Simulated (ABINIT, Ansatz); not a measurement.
**Lattice dynamics of Ho (P6_3/mmc) in two programs**

How does Ho (P6_3/mmc) vibrate, and is this structure a minimum?

Calculated with ABINIT 10.8.3; DFT PBE, scalar-relativistic, plane waves, PseudoDojo norm-conserving, 4f in core pseudopotentials.

Report form: the programs' logs are mostly left out.

## Step 1: Starting point

It takes space group P6_3/mmc (No. 194, hexagonal). Conventional cell: a = 3.577 Å, b = 3.577 Å, c = 5.616 Å, α = 90.00°, β = 90.00°, γ = 120.00°. Nearest to Ho lie 12 Ho at 3.49 to 3.58 Å.

## Step 2: A probe with smearing

A first run with smearing and empty bands tells whether the crystal has a gap, which decides between fixed occupations and smearing later on.

Contents of probe.abi:

```
# ground state
tolvrs 1.0d-08
prtden 1
prtwf 1

# basis, mesh and filling
ecut 21.0
ngkpt 6 6 4
nshiftk 1
shiftk 0.0 0.0 0.0
istwfk *1
occopt 7
tsmear 0.005
nband 18
nstep 100
diemac 9.0
prtebands 0
prtgsr 0

# cell and atoms
acell 6.760117266 6.760117266 10.61232397
rprim 
    1.0 0.0 0.0
    -0.5 0.8660254038 0.0
    0.0 0.0 1.0
ntypat 1
znucl 67
natom 2
typat 1 1
xred 
    1/3 2/3 0.25
    2/3 1/3 0.75
pp_dirpath "./pseudo"
pseudos "Ho.upf"
```

Started as:

```bash
$ OMP_NUM_THREADS=1 mpirun -n 16 abinit probe.abi > probe.log
```

Run time: 6 s. Hardware: 16 MPI ranks of Arm Neoverse N1, shared host; 93 s of CPU time.

Read from the output:

```yaml
volume_per_atom: 31.12 Å³
pressure: -0.4713 GPa
gap_on_the_k_mesh: 0 eV
```

No gap opens on this mesh, so smearing is kept; the printed pressure holds the stress of the finite basis too.

## Step 3: Relaxing the cell and atoms

The harmonic expansion needs vanishing forces, and a free crystal bears no stress, so cell and atoms are brought to rest. Stress is more sensitive to the basis than forces are: the last 3 Ha under the cutoff are smoothed with ecutsm, and the cutoff is raised above that of the later runs.

Contents of relax.abi:

```
# relaxation
ionmov 2
optcell 2
dilatmx 1.08
ntime 40
tolmxf 1.0d-05
tolvrs 1.0d-14
prtwf 0
prtden 0
chksymtnons 0

# basis, mesh and filling
ecut 27.0
ecutsm 3.0
ngkpt 12 12 8
nshiftk 1
shiftk 0.0 0.0 0.0
istwfk *1
occopt 7
tsmear 0.01
nband 18
nstep 100
diemac 1000000.0
prtebands 0
prtgsr 0

# cell and atoms
acell 6.760117266 6.760117266 10.61232397
rprim 
    1.0 0.0 0.0
    -0.5 0.8660254038 0.0
    0.0 0.0 1.0
ntypat 1
znucl 67
natom 2
typat 1 1
xred 
    1/3 2/3 0.25
    2/3 1/3 0.75
pp_dirpath "./pseudo"
pseudos "Ho.upf"
```

Started as:

```bash
$ OMP_NUM_THREADS=1 mpirun -n 16 abinit relax.abi > relax.log
```

Elapsed: 85 s, on 16 MPI ranks; 23 min of CPU time.

Step by step:

```csv
step,energy less that of the first step (eV),largest force (eV/Å),volume (Å³)
1,0.0000,0.0000,62.24
2,0.0000,0.0000,62.24
3,-0.0001,0.0000,62.28
4,-0.0001,0.0000,62.28
5,-0.0001,0.0000,62.27
```

```csv
"conventional cell, symmetrised",before,after,change
a (Å),3.577,3.583,+0.2 %
b (Å),3.577,3.583,+0.2 %
c (Å),5.616,5.601,-0.3 %
volume (Å³/atom),31.12,31.13,+0.0 %
```

The relaxed structure:

```xyz
2
Lattice="3.5829 0.0000 0.0000 -1.7914 3.1029 0.0000 0.0000 0.0000 5.6009" Properties=species:S:1:pos:R:3 pbc="T T T"
Ho    0.0000    2.0686    1.4002
Ho    1.7914    1.0343    4.2007
```

This step gave:

```
volume per atom : 31.13 Å³
pressure        : -7.48e-5 GPa
```

The volume changes by +0.0 % in this run and stands +0.0 % from the first cell.

## Step 4: Self-consistent run for the response

First-order wavefunctions inherit every error of the ground state, hence the very tight tolvrs. Smearing stays on, as the first look found no gap above 0.3 eV.

Contents of gs.abi:

```
# ground state
tolvrs 1.0d-16
prtden 1
prtwf 1

# basis, mesh and filling
ecut 21.0
ngkpt 12 12 8
nshiftk 1
shiftk 0.0 0.0 0.0
istwfk *1
occopt 7
tsmear 0.01
nband 18
nstep 100
diemac 1000000.0
prtebands 0
prtgsr 0

# cell and atoms
acell 6.770682994 6.770682994 10.58418108
rprim 
    1.0 0.0 0.0
    -0.5 0.8660254038 0.0
    0.0 0.0 1.0
ntypat 1
znucl 67
natom 2
typat 1 1
xred 
    1/3 2/3 0.25
    2/3 1/3 0.75
pp_dirpath "./pseudo"
pseudos "Ho.upf"
```

Started as:

```bash
$ OMP_NUM_THREADS=1 mpirun -n 16 abinit gs.abi > gs.log
```

Run time: 17 s. Hardware: 16 MPI ranks.

Numbers from this step:

| Quantity | Value |
| --- | --- |
| pressure | -0.5276 GPa |

The cell stands at -0.53 GPa: the relaxation ran with a smoothed and higher cutoff, and the difference is a stress of the finite basis.

## Step 5: Linear response at Γ

At q = 0 one unit cell holds all displacements. The response is solved for single atoms along the cell's directions, and symmetry skips those that follow from others. The crystal is treated as a metal, which screens a static field, so no field response is asked.

Contents of dfpt_gamma.abi:

```

# common to the responses
getwfk_filepath "gso_WFK"
kptopt 2
nqpt 1
qpt 0.0 0.0 0.0
asr 0
chneut 0

# displacements
rfphon 1
rfatpol 1 2
rfdir 1 1 1
tolvrs 1.0d-10
prtwf 0
prtpot 1

# basis, mesh and filling
ecut 21.0
ngkpt 12 12 8
nshiftk 1
shiftk 0.0 0.0 0.0
istwfk *1
occopt 7
tsmear 0.01
nband 18
nstep 100
diemac 1000000.0
prtebands 0
prtgsr 0

# cell and atoms
acell 6.770682994 6.770682994 10.58418108
rprim 
    1.0 0.0 0.0
    -0.5 0.8660254038 0.0
    0.0 0.0 1.0
ntypat 1
znucl 67
natom 2
typat 1 1
xred 
    1/3 2/3 0.25
    2/3 1/3 0.75
pp_dirpath "./pseudo"
pseudos "Ho.upf"
```

Started as:

```bash
$ OMP_NUM_THREADS=1 mpirun -n 16 abinit dfpt_gamma.abi > dfpt_gamma.log
```

Run time: 68 s. Hardware: 16 MPI ranks.

Numbers from this step:

* largest acoustic frequency at the zone centre before the sum rule: -1.62 cm⁻¹
* highest optical zone-centre mode (no LO-TO term): 110.7 cm⁻¹
* lowest optical zone-centre mode: 65.9 cm⁻¹

The acoustic modes at Γ come out as far as 1.6 cm⁻¹ from zero, where they should vanish, a small numerical error.

## Step 6: Phonons on a q mesh

Linear response treats each wavevector of the 3×3×2 mesh in the unit cell; the first-order potentials are kept for the electron-phonon matrix elements.

Contents of dfpt_q.abi:

```
ndtset 5

# wavevectors
qpt1 0.3333333333 0.0 0.0
qpt2 0.3333333333 0.3333333333 0.0
qpt3 0.0 0.0 0.5
qpt4 0.3333333333 0.0 0.5
qpt5 0.3333333333 0.3333333333 0.5

# displacements
getwfk_filepath "gso_WFK"
getwfq_filepath "gso_WFK"
kptopt 3
nqpt 1
rfphon 1
rfatpol 1 2
rfdir 1 1 1
tolvrs 1.0d-10
prtwf 0
prtpot 1

# basis, mesh and filling
ecut 21.0
ngkpt 12 12 8
nshiftk 1
shiftk 0.0 0.0 0.0
istwfk *1
occopt 7
tsmear 0.01
nband 18
nstep 100
diemac 1000000.0
prtebands 0
prtgsr 0

# cell and atoms
acell 6.770682994 6.770682994 10.58418108
rprim 
    1.0 0.0 0.0
    -0.5 0.8660254038 0.0
    0.0 0.0 1.0
ntypat 1
znucl 67
natom 2
typat 1 1
xred 
    1/3 2/3 0.25
    2/3 1/3 0.75
pp_dirpath "./pseudo"
pseudos "Ho.upf"
```

Started as:

```bash
$ OMP_NUM_THREADS=1 mpirun -n 16 abinit dfpt_q.abi > dfpt_q.log
```

Run time: 25 min. Hardware: 16 MPI ranks.

This step gave:

| Property | Result |
| --- | --- |
| lowest mode on the q mesh (acoustic ones at the zone centre apart) | 47.48 cm⁻¹ |

Frequencies (cm⁻¹) before the sum rule at the irreducible wavevectors but Γ, which is solved apart; negative means imaginary. Frequencies by wavevector:

```
    q (fractions)  star  mode 1  mode 2  mode 3  mode 4  mode 5  mode 6
       0.3333 0 0     6   50.58   54.15   84.75   88.93   93.22   107.4
  0.3333 0.3333 0     2   79.63   79.63   82.64   82.64   94.58   101.7
          0 0 0.5     1   47.48   47.48   47.48   47.48   81.96   81.96
     0.3333 0 0.5     6    65.5    65.5   69.77   69.77    99.7    99.7
0.3333 0.3333 0.5     2   50.56   50.56   96.17   96.17   100.7   100.7
```

## Step 7: Dispersion

anaddb transforms the dynamical matrices to force constants and back along the path; points of the mesh come back as solved, but for the sum rule and, in polar crystals, the LO-TO term at Γ; the rest is interpolation.

Contents of anaddb.abi:

```
ddb_filepath "all_DDB"
output_file "anaddb.abo"
outdata_prefix "anaddb"
ifcflag 1
ngqpt 3 3 2
nqshft 1
q1shft 0.0 0.0 0.0
asr 1
chneut 0
dipdip 0
dipquad 0
quadquad 0
enunit 0
eivec 0
nph1l 93
qph1l 
    0.0 0.0 0.0 1.0
    0.05 0.0 0.0 1.0
    0.1 0.0 0.0 1.0
    0.15 0.0 0.0 1.0
    0.2 0.0 0.0 1.0
    0.25 0.0 0.0 1.0
    0.3 0.0 0.0 1.0
    0.35 0.0 0.0 1.0
    0.4 0.0 0.0 1.0
    0.45 0.0 0.0 1.0
    0.5 0.0 0.0 1.0
    0.48333333 0.03333333 0.0 1.0
    0.46666667 0.06666667 0.0 1.0
    0.45 0.1 0.0 1.0
    0.43333333 0.13333333 0.0 1.0
    0.41666667 0.16666667 0.0 1.0
    0.4 0.2 0.0 1.0
    0.38333333 0.23333333 0.0 1.0
    0.36666667 0.26666667 0.0 1.0
    0.35 0.3 0.0 1.0
    0.33333333 0.33333333 0.0 1.0
    0.3 0.3 0.0 1.0
    0.26666667 0.26666667 0.0 1.0
    0.23333333 0.23333333 0.0 1.0
    0.2 0.2 0.0 1.0
    0.16666667 0.16666667 0.0 1.0
    0.13333333 0.13333333 0.0 1.0
    0.1 0.1 0.0 1.0
    0.06666667 0.06666667 0.0 1.0
    0.03333333 0.03333333 0.0 1.0
    0.0 0.0 0.0 1.0
    0.0 0.0 0.05 1.0
    0.0 0.0 0.1 1.0
    0.0 0.0 0.15 1.0
    0.0 0.0 0.2 1.0
    0.0 0.0 0.25 1.0
    0.0 0.0 0.3 1.0
    0.0 0.0 0.35 1.0
    0.0 0.0 0.4 1.0
    0.0 0.0 0.45 1.0
    0.0 0.0 0.5 1.0
    0.05 0.0 0.5 1.0
    0.1 0.0 0.5 1.0
    0.15 0.0 0.5 1.0
    0.2 0.0 0.5 1.0
    0.25 0.0 0.5 1.0
    0.3 0.0 0.5 1.0
    0.35 0.0 0.5 1.0
    0.4 0.0 0.5 1.0
    0.45 0.0 0.5 1.0
    0.5 0.0 0.5 1.0
    0.48333333 0.03333333 0.5 1.0
    0.46666667 0.06666667 0.5 1.0
    0.45 0.1 0.5 1.0
    0.43333333 0.13333333 0.5 1.0
    0.41666667 0.16666667 0.5 1.0
    0.4 0.2 0.5 1.0
    0.38333333 0.23333333 0.5 1.0
    0.36666667 0.26666667 0.5 1.0
    0.35 0.3 0.5 1.0
    0.33333333 0.33333333 0.5 1.0
    0.3 0.3 0.5 1.0
    0.26666667 0.26666667 0.5 1.0
    0.23333333 0.23333333 0.5 1.0
    0.2 0.2 0.5 1.0
    0.16666667 0.16666667 0.5 1.0
    0.13333333 0.13333333 0.5 1.0
    0.1 0.1 0.5 1.0
    0.06666667 0.06666667 0.5 1.0
    0.03333333 0.03333333 0.5 1.0
    0.0 0.0 0.5 1.0
    0.5 0.0 0.5 1.0
    0.5 0.0 0.45 1.0
    0.5 0.0 0.4 1.0
    0.5 0.0 0.35 1.0
    0.5 0.0 0.3 1.0
    0.5 0.0 0.25 1.0
    0.5 0.0 0.2 1.0
    0.5 0.0 0.15 1.0
    0.5 0.0 0.1 1.0
    0.5 0.0 0.05 1.0
    0.5 0.0 0.0 1.0
    0.33333333 0.33333333 0.5 1.0
    0.33333333 0.33333333 0.45 1.0
    0.33333333 0.33333333 0.4 1.0
    0.33333333 0.33333333 0.35 1.0
    0.33333333 0.33333333 0.3 1.0
    0.33333333 0.33333333 0.25 1.0
    0.33333333 0.33333333 0.2 1.0
    0.33333333 0.33333333 0.15 1.0
    0.33333333 0.33333333 0.1 1.0
    0.33333333 0.33333333 0.05 1.0
    0.33333333 0.33333333 0.0 1.0
```

Contents of mrgddb.in:

```
all_DDB
merged
6
dfpt_gammao_DDB
dfpt_qo_DS1_DDB
dfpt_qo_DS2_DDB
dfpt_qo_DS3_DDB
dfpt_qo_DS4_DDB
dfpt_qo_DS5_DDB
```

Started as:

```bash
$ mrgddb < mrgddb.in > mrgddb.log
$ OMP_NUM_THREADS=1 anaddb anaddb.abi > anaddb.log
```

Run time: 0.59 s. Hardware: 1 thread.

Numbers from this step:

| Item | Value |
| --- | --- |
| lowest frequency on the path | 0 cm⁻¹ |

Anaddb. The phonon branches at the labelled points (cm⁻¹):

```csv
point,branch 1,branch 2,branch 3,branch 4,branch 5,branch 6
Γ,0,0,0,66,66,111
halfway,44,44,70,82,86,110
M,55,64,95,96,100,103
halfway,66,69,87,97,98,100
K,80,80,83,83,95,102
halfway,50,57,68,88,89,108
Γ,0,0,0,66,66,111
halfway,26,26,46,61,61,104
A,48,48,48,48,82,82
halfway,64,64,64,64,92,92
L,66,66,74,74,108,108
halfway,56,56,86,86,105,105
H,51,51,96,96,101,101
halfway,59,59,74,74,94,94
A,48,48,48,48,82,82
jump to L,66,66,74,74,108,108
halfway,60,61,84,89,103,107
M,55,64,95,96,100,103
jump to H,51,51,96,96,101,101
halfway,62,62,95,96,96,100
K,80,80,83,83,95,102
```

All branches are real along the path.

## Step 8: Sums over the zone

Sums over the zone need many more wavevectors than were solved, so the interpolation is sampled on a dense mesh.

Contents of anaddb.abi:

```
ddb_filepath "all_DDB"
output_file "anaddb.abo"
outdata_prefix "anaddb"
ifcflag 1
ngqpt 3 3 2
nqshft 1
q1shft 0.0 0.0 0.0
asr 1
chneut 0
dipdip 0
dipquad 0
quadquad 0
prtdos 2
ng2qpt 15 15 8
dosdeltae 4.5563e-06
ntemper 11
temperinc 100.0
tempermin 0.0
```

Started as:

```bash
$ OMP_NUM_THREADS=1 anaddb anaddb.abi > anaddb.log
```

Run time: 0.64 s. Hardware: 1 thread.

Numbers from this step:

| Item | Value |
| --- | --- |
| share of modes beyond 3i cm⁻¹ on the dense interpolated mesh | 0 |
| zero-point energy per atom | 14.46 meV |
| heat capacity at 300 K | 24.64 J/(mol atoms K) |
| vibrational entropy at 300 K | 50.69 J/(mol atoms K) |

The phonon density of states has structure finer than the step of the table below, so its rows give means over 5 cm⁻¹, whole bins alone (the curve runs from -30 to 141 cm⁻¹). Peaks (cm⁻¹: height): 56.0: 0.117, 82.0: 0.106, 99.0: 0.114, 101.0: 0.167, 104.0: 0.159.

Tetrahedra. Table of phonon density of states by wavenumber; means over each step:

```csv
wavenumber (cm⁻¹),phonon density of states (1/cm⁻¹/cell)
0,5.0e-6
5,1.1e-4
10,4.2e-4
15,0.00130
20,0.00266
25,0.00474
30,0.00753
35,0.0113
40,0.0171
45,0.0266
50,0.0568
55,0.111
60,0.0919
65,0.0858
70,0.0688
75,0.0794
80,0.0937
85,0.0905
90,0.0908
95,0.0954
100,0.117
105,0.131
110,0.0214
115,0
```

Harmonic thermodynamic functions per atom, summed over the density of states scaled to three modes an atom; melting is ignored. Thermodynamic functions:

```csv
T (K),F_vib (meV/atom),S (J/mol-atom/K),C_V (J/mol-atom/K)
0,14.46,0,0
50,12.64,10.64,16.64
100,3.3,24.47,22.38
200,-31.37,40.77,24.26
300,-79.09,50.69,24.64
400,-135.5,57.8,24.77
500,-198.4,63.33,24.83
600,-266.4,67.86,24.87
700,-338.8,71.7,24.89
800,-414.9,75.02,24.9
900,-494.2,77.95,24.91
1000,-576.3,80.58,24.92
```

At 300 K the heat capacity has reached 99 % of the Dulong-Petit value.

## Step 9: The same in Ansatz

A second program on the same cell, potentials, cutoff and meshes tests the implementation of the phonon response, not its convergence.

This step: DFT PBE, scalar-relativistic, plane waves, norm-conserving pseudopotentials, 4f in core (Ansatz 0.2.0).

Contents of input.yaml:

```yaml
crystal:
  lattice:
    - [3.5828911428, 0.0, 0.0]
    - [-1.7914455714, 3.1028747486, 0.0]
    - [0.0, 0.0, 5.6009074241]
  atoms:
    - { symbol: Ho, position: [0.3333333333, 0.6666666667, 0.25] }
    - { symbol: Ho, position: [0.6666666667, 0.3333333333, 0.75] }
kpoints:
  mp_grid: { grid: [12, 12, 8] }
hamiltonian:
  xc: pbe
  pseudopotentials:
    kind: nc
    azcp: { Ho: "pseudopotentials/pbe/nc/lanthanide_3plus/Ho.nc.azcp" }
    accuracy: standard
scf:
  occupations: { method: gaussian, width: 0.27211 }
output:
  eigenvalues: true
basis:
  ecutwfc: 571.439
phonons:
  method: dfpt
  qmesh: [3, 3, 2]
  temperatures: { t_max: 1000, t_step: 50 }
  qpath:
    path:
      - [[0.0, 0.0, 0.0], [0.5, 0.0, 0.0], [0.33333333, 0.33333333, 0.0], [0.0, 0.0, 0.0], [0.0, 0.0, 0.5], [0.5, 0.0, 0.5], [0.33333333, 0.33333333, 0.5], [0.0, 0.0, 0.5]]
      - [[0.5, 0.0, 0.5], [0.5, 0.0, 0.0]]
      - [[0.33333333, 0.33333333, 0.5], [0.33333333, 0.33333333, 0.0]]
    npoints: 10
  electrical_resistivity: { temperatures: [77, 300], mesh: [24, 24, 16] }
```

Started as:

```bash
$ ansatz run input.yaml --threads 16 --pin off --max-ram 32768MiB --backend cpu --events-out ev --progress --plain --runs-dir out
```

Run time: 3.8 min. Hardware: 16 threads; peak memory 2.4 GiB; 56 min of CPU time.

Numbers from this step:

```yaml
sum_rule_residual_before_enforcement: 1.27e-4 eV/Å²
mean_frequency: 77.7 cm⁻¹
debye_temperature_second_moment: 149 K
logarithmic_mean_frequency: 74.6 cm⁻¹
lowest_optical_zone_centre_mode: 65.91 cm⁻¹
zero_point_energy_per_atom: 14.44 meV
vibrational_entropy_at_300_k: 50.74 J/(mol atoms K)
```

## Step 10: Side by side: ABINIT PseudoDojo and Ansatz, PseudoDojo

Numbers from this step:

```yaml
root_mean_square_difference: 0.03 cm⁻¹
largest_difference: 0.06 cm⁻¹
root_mean_square_difference_on_the_path: 0 cm⁻¹
largest_difference_on_the_path: 0.1 cm⁻¹
```

The interpolated bands of the two lie on top of each other.

At the solved wavevectors the largest difference (acoustic modes at Γ apart) is 0.05 % of the highest mode.

## Step 11: Summary of results

- space group after relaxation: P6_3/mmc
- volume per atom: 31.1 Å³
- highest optical zone-centre mode (no LO-TO term): 110.7 cm⁻¹
- lowest optical zone-centre mode: 65.9 cm⁻¹
- q mesh: 3×3×2
- lowest mode on the q mesh (acoustic ones at the zone centre apart): 47.5 cm⁻¹
- zero-point energy per atom: 14.5 meV
- heat capacity at 300 K: 24.6 J/(mol atoms K)
- vibrational entropy at 300 K: 50.7 J/(mol atoms K)
- imaginary modes on the q mesh: none
- largest difference from Ansatz, PseudoDojo: 0.06 cm⁻¹

In words: Ho (P6_3/mmc) is dynamically stable on the 3×3×2 mesh; its spectrum reaches 111 cm⁻¹. At the PBE level the optical modes of Ho (P6_3/mmc) at the zone centre run from 66 to 111 cm⁻¹. Along axes with an odd number of divisions the mesh misses the zone-boundary points at one half, where instabilities often lie; those are only interpolated. The base run prints -0.53 GPa, mostly the error of a finite basis; the relaxation, with a smoothed and higher cutoff, had brought the cell to rest. ABINIT PseudoDojo and Ansatz, PseudoDojo agree to 0.06 cm⁻¹ (0.05 % of the highest mode compared) on all solved modes but the acoustic ones at Γ. These are harmonic frequencies at zero temperature: anharmonic shifts and linewidths and thermal expansion are left out. Spin-orbit coupling is left out, which can matter for the heavy elements here. In a metal the frequencies hang on the k mesh and the smearing, most of all near Kohn anomalies. The 4f electrons are frozen in the core as for a trivalent ion, so their moments and any magnetic order are left out. Ansatz warns that the cutoff lies 16 % under the one recommended for these files; agreement at one cutoff is not convergence. Electron-phonon sums were run after this but are left out, since no second program bore their λ out within 30 %; a λ that a log prints is not taken as a result.

[Host names and launcher messages were left out of these logs when they were recorded.]

[Logs are printed without paths, hosts, clocks, repeated set-up lines and the standing remarks that a program may print on its own settings, such as how far it seeks lower states.]

[Hosts, paths, dates, database ids (printed as entryN), source tags and the programs' standing remarks are cut or masked in the printed files.]
